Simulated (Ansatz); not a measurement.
# SrMg (Pm-3m): relaxing the cell for a phonon run

Aim: bring SrMg (Pm-3m) to small forces and stress, as phonons need.

Calculated with Ansatz 0.2.0; DFT PBEsol, scalar-relativistic, plane waves, PAW; PAW set soft_1.

## Step 1: Starting point

Symmetry: Pm-3m, No. 221, cubic system. Conventional cell: a = 3.900 Å, b = 3.900 Å, c = 3.900 Å, α = 90.00°, β = 90.00°, γ = 90.00°. Sr has 8 Mg at 3.38 Å nearest. Mg has 8 Sr at 3.38 Å nearest. Farther neighbours are not listed.

## Step 2: Probe on a coarse mesh

First a cheap look: the gap decides the mesh and the occupations, the pressure tells how far the cell has to move.

input.yaml

```yaml
crystal:
  lattice:
    - [3.9, 0.0, 0.0]
    - [0.0, 3.9, 0.0]
    - [0.0, 0.0, 3.9]
  atoms:
    - { symbol: Sr, position: [0.5, 0.5, 0.5] }
    - { symbol: Mg, position: [0.0, 0.0, 0.0] }
kpoints:
  mp_grid: { grid: [6, 6, 6] }
hamiltonian:
  xc: pbesol
  pseudopotentials: { kind: paw, azcp: { folder: soft_1 }, xc_functional: pbe }
scf:
  occupations: { method: gaussian, width: 0.1 }
output:
  forces: true
  stress: true
  eigenvalues: true
```

The run is started by

```
> ansatz run input.yaml --threads 4 --pin off --max-ram 10240MiB --backend cpu --events-out ev --progress --plain --runs-dir out
```

Numbers of over 12 decimals in the logs are rounded to 6 here.

The program printed:

```text
Engine: ansatz 0.2.0, aarch64-unknown-linux-gnu
Pseudopotentials: kind: paw
Pseudopotential: Sr, paw, valence charge 10, recommended cutoff 420 eV (normal), soft_1/Sr.paw.azcp
Pseudopotential: Mg, paw, valence charge 10, recommended cutoff 420 eV (normal), soft_1/Mg.paw.azcp
Functional definition: PBEsol
  exchange = pbesol_x
  correlation = pbesol_c
Crystal: 2 atoms, lattice volume = 59.319 Å³
[...]
--- Band table (eV; the first three rows and the last of 20) ---
  k-point 0: bands = [... 6 lower, -10.3138, -10.3138, 1.8331, 7.7280, 7.7280, 11.5299, 11.5299, 11.5299]
  k-point 1: bands = [... 6 lower, -10.3069, -10.3069, 2.1813, 7.4326, 7.9227, 10.6383, 10.6383, 11.2268]
  k-point 2: bands = [... 6 lower, -10.2928, -10.2928, 3.1418, 6.1691, 8.4176, 9.8008, 9.8008, 12.1158]
  k-point 19: bands = [... 6 lower, -10.5285, -10.5285, 6.2682, 6.2682, 6.2682, 8.3021, 10.9352, 10.9352]
[key lines of the parts left out:]
SCF converged after 6 iterations
Free energy (F): -5404.278808 eV
Fermi energy:    7.039082 eV
P = ⅓ Tr σ = 4.7215 GPa (47.215 kbar)
```

Run time: 0.38 s. Hardware: 4 threads of Arm Neoverse V2, shared host; peak memory 0.28 GiB.

Numbers from this step:

```
pressure          : 4.722 GPa
volume per atom   : 29.66 Å³
gap on the k-mesh : 0 eV
```

The coarse mesh shows no gap and a pressure of 4.7 GPa.

## Step 3: Bringing the structure to rest, k-mesh 12×12×12

Harmonic phonons are second derivatives at a point where the forces vanish, and they are wanted at zero stress, so atoms and cell are relaxed first.

input.yaml, the sections that differ from step 2:

```yaml
kpoints:
  mp_grid: { grid: [12, 12, 12] }
output:
  forces: true
  stress: true
  eigenvalues: true
  write_density: true
  write_potential: true
  elf: true
  volumetric_format: npy
relax:
  adjacent_minimum: "off"
  f_tol: 0.005
  max_steps: 80
  cell: { stress_tol: 0.05 }
# crystal, hamiltonian, scf: as in step 2
```

The program printed:

```text
[...]
Crystal: 2 atoms, lattice volume = 59.319 Å³
Basis set: ecut = 420 eV, 1189 PW (Γ), exchange–correlation on 54×54×54 points (8 copies of the dense FFT grid, shifted against one another)
Bands: 14, of which v1, the nominal top of the filled ones, is band 10 counted from 1 (9 counted from 0)
Symmetry: 48 space group operations
[...]
k-points: 84 of 1728
[...]
SCF iter   1: F=—  HF=-5404.416910 eV  |F-HF|=—  |Δ(HF+E_count)|=         —  Δρ=1.75e-2  dr2=3.01e-1  ethr=3.10e-3  ⟨swp⟩=7.3  Hψ=7844  notcnv=0
[...]
SCF iter   6: F=-5404.265873 eV  HF=-5404.265873 eV  |F-HF|=7.20e-9  |Δ(HF+E_count)|=   2.21e-7  Δρ=4.95e-6  dr2=1.63e-8  ethr=5.00e-10  ⟨swp⟩=10.7  Hψ=10254  notcnv=0
SCF 1 converged in 6 iterations: F = -5404.265873 eV  dr2 = 1.63e-8
[...]
relax step   1: F+E_penalty+E_count = -5404.26587300 eV  Δ(F+E_penalty+E_count) = +0.000e0 eV  max|allowed force component| = 5.292e-30 eV/Å  Δτ_max = 0.0000 Å  P = +4.864 GPa  Ω = 59.319 Å³  (6 SCF iters, dr2 threshold 1.00e-7 eV, accepted)
Crystal: 2 atoms, lattice volume = 66.561 Å³
Basis set: ecut = 420 eV, 1309 PW (Γ), exchange–correlation on 54×54×54 points (8 copies of the dense FFT grid, shifted against one another)
[...]
iter 1 solved again at ethr=1.80e-5 eV; its pass at ethr=3.10e-3 eV (dr2=3.59e-3 eV) is discarded
[...]
SCF iter   5: F=-5404.397673 eV  HF=-5404.397673 eV  |F-HF|=1.38e-8  |Δ(HF+E_count)|=   1.53e-6  Δρ=1.52e-5  dr2=1.44e-7  ethr=1.00e-9  ⟨swp⟩=10.8  Hψ=10211  notcnv=0
SCF 2 converged in 5 iterations: F = -5404.397673 eV  dr2 = 1.44e-7
relax step   2: F+E_penalty+E_count = -5404.39767267 eV  Δ(F+E_penalty+E_count) = -1.318e-1 eV  max|allowed force component| = 4.224e-30 eV/Å  Δτ_max = 0.0000 Å  P = +1.279 GPa  Ω = 66.561 Å³  energy of the carried Pulay correction = -1.653e-4 eV  (5 SCF iters, dr2 threshold 2.00e-7 eV, accepted)
Crystal: 2 atoms, lattice volume = 69.590 Å³
Basis set: ecut = 420 eV, 1357 PW (Γ), exchange–correlation on 54×54×54 points (8 copies of the dense FFT grid, shifted against one another)
[...]
SCF iter   5: F=-5404.411548 eV  HF=-5404.411548 eV  |F-HF|=2.55e-9  |Δ(HF+E_count)|=   1.35e-7  Δρ=5.28e-6  dr2=2.07e-8  ethr=1.00e-9  ⟨swp⟩=11.7  Hψ=9652  notcnv=0
SCF 3 converged in 5 iterations: F = -5404.411548 eV  dr2 = 2.07e-8
relax step   3: F+E_penalty+E_count = -5404.41154811 eV  Δ(F+E_penalty+E_count) = -1.388e-2 eV  max|allowed force component| = 8.546e-31 eV/Å  Δτ_max = 0.0000 Å  P = +0.229 GPa  Ω = 69.590 Å³  energy of the carried Pulay correction = -2.289e-4 eV  (5 SCF iters, dr2 threshold 2.00e-7 eV, accepted)
[...]
relax step   4: F+E_penalty+E_count = -5404.41206095 eV  Δ(F+E_penalty+E_count) = -5.128e-4 eV  max|allowed force component| = 2.284e-30 eV/Å  Δτ_max = 0.0000 Å  P = -0.006 GPa  Ω = 70.357 Å³  energy of the carried Pulay correction = -2.446e-4 eV  (4 SCF iters, dr2 threshold 1.31e-7 eV, accepted)
Basis set: ecut = 420 eV, 1357 PW (Γ), exchange–correlation on 60×60×60 points (8 copies of the dense FFT grid, shifted against one another)
[...]
SCF iter   6: F=-5404.412634 eV  HF=-5404.412634 eV  |F-HF|=3.64e-12  |Δ(HF+E_count)|=  6.64e-11  Δρ=3.38e-8  dr2=1.14e-12  ethr=1.00e-12  ⟨swp⟩=8.3  Hψ=6614  notcnv=0
SCF 5 converged in 6 iterations: F = -5404.412634 eV  dr2 = 1.14e-12
relax step   5: F+E_penalty+E_count = -5404.41263419 eV  Δ(F+E_penalty+E_count) = -5.732e-4 eV  max|allowed force component| = 2.013e-30 eV/Å  Δτ_max = 0.0000 Å  P = +0.009 GPa  Ω = 70.357 Å³  stress off target by 9.23e-3 GPa  SCF on the basis re-selected at this cell (its energy is not comparable with the rows above)  (6 SCF iters)
basis re-selected at this cell: Δ(F+E_penalty+E_count) = -5.732e-4 eV, ΔP = +0.016 GPa vs the last step (what re-selecting the basis moved, of the pressure what is left beyond the Pulay correction that the steps carried, after the strain that the cell walked since its last selection, with what the two solves' SCF thresholds leave and, on support functions, any second-order correction that the steps lacked; it is no measure of the basis error at this ecutwfc). The dense FFT grid was sized anew with the basis: this SCF ran on 30×30×30 points, the steps before it on 27×27×27, so part of this shift can come from that change (see relax.cell in the input reference). [rest of the remark cut]
SCF converged after 6 iterations
Free energy (F): -5404.412634 eV
[...]
Internal energy: -5404.401809 eV  (E = F + TS)
E sigma→0 (E₀):  -5404.407222 eV
Entropy (-TS):   -0.010825 eV (-5.413 meV/atom)
Fermi energy:    5.655818 eV
[...]
--- Stress (GPa, compression-positive) ---
        0.009226       0.000000       0.000000
        0.000000       0.009226      -0.000000
        0.000000      -0.000000       0.009226
  P = ⅓ Tr σ = 0.0092 GPa (0.092 kbar)
--- Band table (eV; the first three rows and the last of 84) ---
  k-point 0: bands = [... 6 lower, -12.0954, -12.0954, 0.7906, 6.4825, 6.4825, 9.4486, 9.4486, 9.4486]
  k-point 1: bands = [... 6 lower, -12.0943, -12.0943, 0.8650, 6.3953, 6.5255, 9.2102, 9.2102, 9.3106]
  k-point 2: bands = [... 6 lower, -12.0916, -12.0916, 1.0844, 6.0674, 6.6504, 8.8080, 8.8080, 9.2107]
  k-point 83: bands = [... 6 lower, -12.2176, -12.2176, 5.0943, 5.0943, 5.0943, 6.3397, 8.8434, 8.8434]
--- Relaxed structure (4 steps of the walk, 4 accepted, 1 SCFs on fresh bases) ---
  F+E_penalty+E_count = -5404.41263419 eV   max|allowed force component| = 2.013e-30 eV/Å   (the final SCF, on the basis selected at the relaxed cell)
  cell:  # Å, volume = 70.3567 Å³
    - [4.128274, 0, 0]
    - [0, 4.128274, 0]
    - [0, 0, 4.128274]
  atoms:
    - { symbol: Sr, position: [0.5, 0.5, 0.5] }
    - { symbol: Mg, position: [0, 0, 0] }
```

Wall time 5.2 s (4 threads); peak memory 0.41 GiB.

The steps of the relaxation:

```csv
step,energy less that of the first step (eV),largest force component (eV/Å),pressure (GPa),volume (Å³)
1,0.0000,0.0000,4.86,59.32
2,-0.1318,0.0000,1.28,66.56
3,-0.1457,0.0000,0.23,69.59
4,-0.1462,0.0000,-0.01,70.36
5*,-0.1468,0.0000,0.01,70.36
```

Relaxation steps marked * repeat the geometry before them on a plane-wave basis chosen anew for their cell, so energy and pressure can jump there.

Forces are held to the 48 operations that the run works with; a distortion that breaks them can't arise in this run.

```csv
"conventional cell, symmetrised",before,after,change
a (Å),3.900,4.128,+5.9 %
b (Å),3.900,4.128,+5.9 %
c (Å),3.900,4.128,+5.9 %
volume (Å³/atom),29.66,35.18,+18.6 %
```

Final coordinates:

```xyz
2
Lattice="4.1283 0.0000 0.0000 0.0000 4.1283 0.0000 0.0000 0.0000 4.1283" Properties=species:S:1:pos:R:3 pbc="T T T"
Sr    2.0641    2.0641    2.0641
Mg    0.0000    0.0000    0.0000
```

Numbers from this step:

| Property | Result |
| --- | --- |
| pressure | 0.009226 GPa |
| volume per atom | 35.18 Å³ |

Electrostatic potential energy in the ac plane at fractional y = 0.500, with atoms of Sr within 0.2 Å of it. With pseudopotentials it is smooth inside the atoms' cores, unlike the true potential.

Values in eV, 14 rows by 14 columns, each cell a mean:
```
   9    9    8    8    7    7    6    6    6    7    8    8    9    9
   9    9    8    7    6    5    5    4    5    6    7    8    8    9
   8    8    7    6    4    2    0   -1    0    2    5    6    8    8
   8    8    6    4    0   -4   -9  -10   -7   -3    2    5    7    8
   7    7    5    1   -7  -22  -54  -65  -42  -16   -3    2    6    7
   7    6    4   -1  -15  -55 -116 -121  -99  -42   -7    0    5    6
   7    6    3   -3  -24  -84 -130 -130 -121  -65  -10   -1    4    6
   7    6    3   -2  -20  -71 -130 -130 -116  -54   -9    0    5    6
   7    7    4    0   -8  -29  -71  -84  -55  -22   -4    2    5    7
   8    7    6    3   -2   -8  -20  -24  -15   -7    0    4    6    7
   8    8    7    6    3    0   -2   -3   -1    1    4    6    7    8
   9    8    8    7    6    4    3    3    4    5    6    7    8    8
   9    9    8    8    7    7    6    6    6    7    8    8    9    9
   9    9    9    8    8    7    7    7    7    7    8    8    9    9
```
Columns run along a (4.1 Å; values clipped at the 3rd and 97th percentile), rows up along c (4.1 Å). Atoms in or near the plane, at fractional coordinates: Sr at (0.50, 0.50).

ELF in the ac plane at fractional y = 0.500, with atoms of Sr within 0.2 Å of it. It is the smooth field of the valence electrons, not physical close to the nuclei.

Ten even steps from '_' (0.05) to '@' (0.84), each cell a mean:
```
####**++::..______..--++####
##**++--..__________..--**##
++++::____..::--::____..--++
==--____::++%%%%##==..__..--
::..__..##@@@@@@@@@@==____..
..____--@@@@##++%%@@##::____
______==@@@@::__++@@%%--____
______==@@@@++::##@@%%::____
..____..##@@@@@@@@@@++..__..
--::____==##@@@@@@##::__..::
++==::____..====--..____--++
****==::______________::++**
####**==::________..--++**##
####**++--..____..::==++####
```
Columns run along a (4.1 Å), rows up along c (4.1 Å). Atoms in or near the plane, at fractional coordinates: Sr at (0.50, 0.50).

Valence density in the ac plane at fractional y = 0.500, with atoms of Sr within 0.2 Å of it. It is the smooth field of the valence electrons, not physical close to the nuclei.

Ten even steps from '0' (0.0 e/Å³) to '9' (2.6 e/Å³), each cell a mean:
```
00000000000000
00000000000000
00000000000000
00000122210000
00001478631000
00003799962000
00004986982000
00004898972000
00002589741000
00000244310000
00000000000000
00000000000000
00000000000000
00000000000000
```
Columns run along a (4.1 Å), rows up along c (4.1 Å). Atoms in or near the plane, at fractional coordinates: Sr at (0.50, 0.50).

In this step the volume went from 29.66 to 35.18 Å³/atom.

## Step 4: Bringing the structure to rest, k-mesh 10×10×10

The relaxation is repeated from its end, on the mesh and smearing that suit the cell and gap now reached.

Changes to input.yaml since step 3:

```diff
@@ -2,5 +2,5 @@
   lattice:
-    - [3.9, 0.0, 0.0]
-    - [0.0, 3.9, 0.0]
-    - [0.0, 0.0, 3.9]
+    - [4.1282742471, 0.0, 0.0]
+    - [0.0, 4.1282742471, 0.0]
+    - [0.0, 0.0, 4.1282742471]
   atoms:
@@ -9,3 +9,3 @@
 kpoints:
-  mp_grid: { grid: [12, 12, 12] }
+  mp_grid: { grid: [10, 10, 10] }
 hamiltonian:
```

The program printed:

```text
[...]
Crystal: 2 atoms, lattice volume = 70.357 Å³
Basis set: ecut = 420 eV, 1357 PW (Γ), exchange–correlation on 60×60×60 points (8 copies of the dense FFT grid, shifted against one another)
Bands: 14, of which v1, the nominal top of the filled ones, is band 10 counted from 1 (9 counted from 0)
[... 1 set-up line as in the run before ...]
[...]
k-points: 56 of 1000
[...]
k-point 55: bands = [... 6 lower, -12.2206, -12.2206, 5.0942, 5.0942, 5.0942, 6.3414, 8.8427, 8.8427]
--- Relaxed structure (1 steps of the walk, 1 accepted, 1 SCFs on fresh bases) ---
[...]
cell:  # Å, volume = 70.3567 Å³
    - [4.1282742471, 0.0, 0.0]
    - [0.0, 4.1282742471, 0.0]
    - [0.0, 0.0, 4.1282742471]
  atoms:
    - { symbol: Sr, position: [0.5, 0.5, 0.5] }
    - { symbol: Mg, position: [0.0, 0.0, 0.0] }
[key lines of the parts left out:]
SCF converged after 5 iterations
Free energy (F): -5404.419424 eV
Fermi energy:    5.652271 eV
P = ⅓ Tr σ = 0.0452 GPa (0.452 kbar)
```

The job ended after 1.9 s (4 threads; peak memory 0.36 GiB; 6.6 s of CPU time).

Little changed from the start: no atom moved by 0.005 Å and no cell edge by 0.1 %.

This step gave:

```yaml
pressure: 0.04523 GPa
```

Valence density in the ac plane at fractional y = 0.000, with atoms of Mg within 0.2 Å of it. It is the smooth field of the valence electrons, not physical close to the nuclei.

Ten steps, logarithmic in the rise over the least value, from '_' (0 e/Å³) to '@' (26 e/Å³), each cell a mean:
```
@@##::__________________++%%
**==..__________________::++
____________________________
____________________________
____________________________
____________________________
____________________________
____________________________
____________________________
____________________________
____________________________
--::____________________..::
%%##::__________________==##
@@%%--__________________**@@
```
Columns run along a (4.1 Å), rows up along c (4.1 Å). Atoms in or near the plane, at fractional coordinates: Mg at (0.00, 0.00).

ELF in the ac plane at fractional y = 0.000, with atoms of Mg within 0.2 Å of it. It is the smooth field of the valence electrons, not physical close to the nuclei.

Ten even steps from '0' (0.08) to '9' (0.68), each cell a mean:
```
24205999993033
43017999994013
00158877887300
23688755678743
99986432357899
99875311236899
99874200125799
99874210135799
99986422347899
56787644568875
00268877788510
21027988896102
34106999993034
03205999992042
```
Columns run along a (4.1 Å), rows up along c (4.1 Å). Atoms in or near the plane, at fractional coordinates: Mg at (0.00, 0.00).

Electrostatic potential energy in the ac plane at fractional y = 0.000, with atoms of Mg within 0.2 Å of it. With pseudopotentials it is smooth inside the atoms' cores, unlike the true potential.

Ten even steps from '0' (-64 eV) to '9' (9 eV), each cell a mean:
```
00589999999830
24789999999863
78899999999988
99999999999999
99999999999999
99999999999999
99999999999999
99999999999999
99999999999999
99999999999999
88999999999988
56899999999875
01689999999840
00589999999720
```
Columns run along a (4.1 Å; values clipped at the 3rd and 97th percentile), rows up along c (4.1 Å). Atoms in or near the plane, at fractional coordinates: Mg at (0.00, 0.00).

In this step the volume went from 35.18 to 35.18 Å³/atom.

## Step 5: Tight relaxation

Phonons need a cell at rest on their own settings, so the relaxation is repeated with tight tolerances on forces and stress on the k mesh and occupations of the first response run.

input.yaml, the sections that differ from step 4:

```yaml
kpoints:
  mp_grid: { grid: [12, 12, 12] }
scf:
  occupations: { method: methfessel_paxton, width: 0.2 }
output:
  forces: true
  stress: true
  eigenvalues: true
relax:
  adjacent_minimum: "off"
  f_tol: 0.001
  max_steps: 60
  cell: { stress_tol: 0.01 }
# crystal, hamiltonian: as in step 4
```

The program printed:

```text
[...]
Crystal: 2 atoms, lattice volume = 70.357 Å³
Basis set: ecut = 420 eV, 1357 PW (Γ), exchange–correlation on 60×60×60 points (8 copies of the dense FFT grid, shifted against one another)
Bands: 14, of which v1, the nominal top of the filled ones, is band 10 counted from 1 (9 counted from 0)
[... 1 set-up line as in the run before ...]
[...]
k-points: 84 of 1728
[...]
k-point 83: bands = [... 6 lower, -12.2176, -12.2176, 5.0943, 5.0943, 5.0943, 6.3398, 8.8434, 8.8434]
--- Relaxed structure (1 steps of the walk, 1 accepted, 1 SCFs on fresh bases) ---
[...]
cell:  # Å, volume = 70.3567 Å³
    - [4.1282742471, 0.0, 0.0]
    - [0.0, 4.1282742471, 0.0]
    - [0.0, 0.0, 4.1282742471]
  atoms:
    - { symbol: Sr, position: [0.5, 0.5, 0.5] }
    - { symbol: Mg, position: [0.0, 0.0, 0.0] }
[key lines of the parts left out:]
SCF converged after 6 iterations
Free energy (F): -5404.408845 eV
Fermi energy:    5.653529 eV
P = ⅓ Tr σ = 0.0005 GPa (0.005 kbar)
```

Wall time 2.5 s (4 threads); peak memory 0.4 GiB.

Little changed from the start: no atom moved by 0.005 Å and no cell edge by 0.1 %.

This step gave:

- pressure: 5.19e-4 GPa

The forces vanish by symmetry and the pressure is 0.001 GPa, within the tolerances set. The cell now holds 35.18 Å³/atom.

## Step 6: Outcome

```json
{
  "space group after relaxation (within 0.01 Å)": "Pm-3m",
  "lattice constant a": "4.128 Å",
  "lattice constant b": "4.128 Å",
  "lattice constant c": "4.128 Å",
  "volume per atom": "35.2 Å³"
}
```

What this shows: The forces vanish by symmetry and the pressure is 0.001 GPa, within the tolerances set. The cell now holds 35.18 Å³/atom. The relaxation keeps the symmetry of its start, so it says nothing on stability against lower symmetry. The PAW files were made for PBE and serve the other functionals too.

[Logs are printed without paths, hosts, clocks, repeated set-up lines and the standing remarks that a program may print on its own settings, such as how far it seeks lower states.]

[Hosts, paths, dates, database ids (printed as entryN), source tags and the programs' standing remarks are cut or masked in the printed files.]
